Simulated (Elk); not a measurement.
## SrMn2As2: spin-resolved bands and density of states: ground-state run

Elk 11.2.3 (patched build); LDA (Perdew-Wang); all-electron APW+lo, Dirac cores, scalar-relativistic bands.

Bands and densities of states are read from a converged potential, so the magnetic state comes first.

This is the lowest of the starts that converged (antiferro +-).

Moments are seeded by fields in the spheres (the last three columns under atoms), set against the wanted direction and reduced each loop.

The input, elk.in:

```
tasks
  0

xctype
  3

rgkmax
  7.0

nempty
  14

swidth
  0.003

reducebf
  0.5

epsengy
  1e-05

maxscl
  100

lmaxi
  2

spinpol
  .true.

sppath
  './'

avec
  7.70310947659 0.00000000000 0.00000000000
  -3.85155473839 6.67108849487 0.00000000000
  0.00000000000 0.00000000000 13.89225924422

atoms
  3
  'Sr.in'
  1
  0.0000000000 0.0000000000 0.0000000000   0.000000 0.000000 0.000000
  'Mn.in'
  2
  0.6666666700 0.3333333300 0.3876830000   0.000000 0.000000 -0.262500
  0.3333333300 0.6666666700 0.6123170000   0.000000 0.000000 0.262500
  'As.in'
  2
  0.6666666700 0.3333333300 0.7179570000   0.000000 0.000000 0.000000
  0.3333333300 0.6666666700 0.2820430000   0.000000 0.000000 0.000000

ngridk
  8 8 4
```

Run with:

```
$ OMP_NUM_THREADS=2 elk
```

**Question.** What does this run give for the moment between the spheres and spin moment in the muffin-tin sphere?

Opposed moments of equal size cancel, so the cell has no net moment. Symmetry leaves 3 kinds of site among the 5 atoms, and equivalent atoms carry values of equal size.

Spin moment in the muffin-tin sphere by atom:

```
atom  spin moment in the muffin-tin sphere (μB)
 Sr1                                       0.00
 Mn2                                       3.21
 Mn3                                      -3.21
 As4                                       0.01
 As5                                      -0.01
```

This step gave:

| Property | Result |
| --- | --- |
| moment between the spheres | 0 μB |
| magnetization | 0 μB |
| final state | antiferromagnetic |

[Logs and program files are shortened in this print: banners, set-up blocks, solver, clock and traceback lines can be left out without a mark of their own.]

[Logs are printed without paths, hosts, clocks, repeated set-up lines and the standing remarks that a program may print on its own settings, such as how far it seeks lower states.]

[Hosts, paths, dates, database ids (printed as entryN), source tags and the programs' standing remarks are cut or masked in the printed files.]

[Where a cell is said to come from a database of computed structures, the database is the Materials Project.]
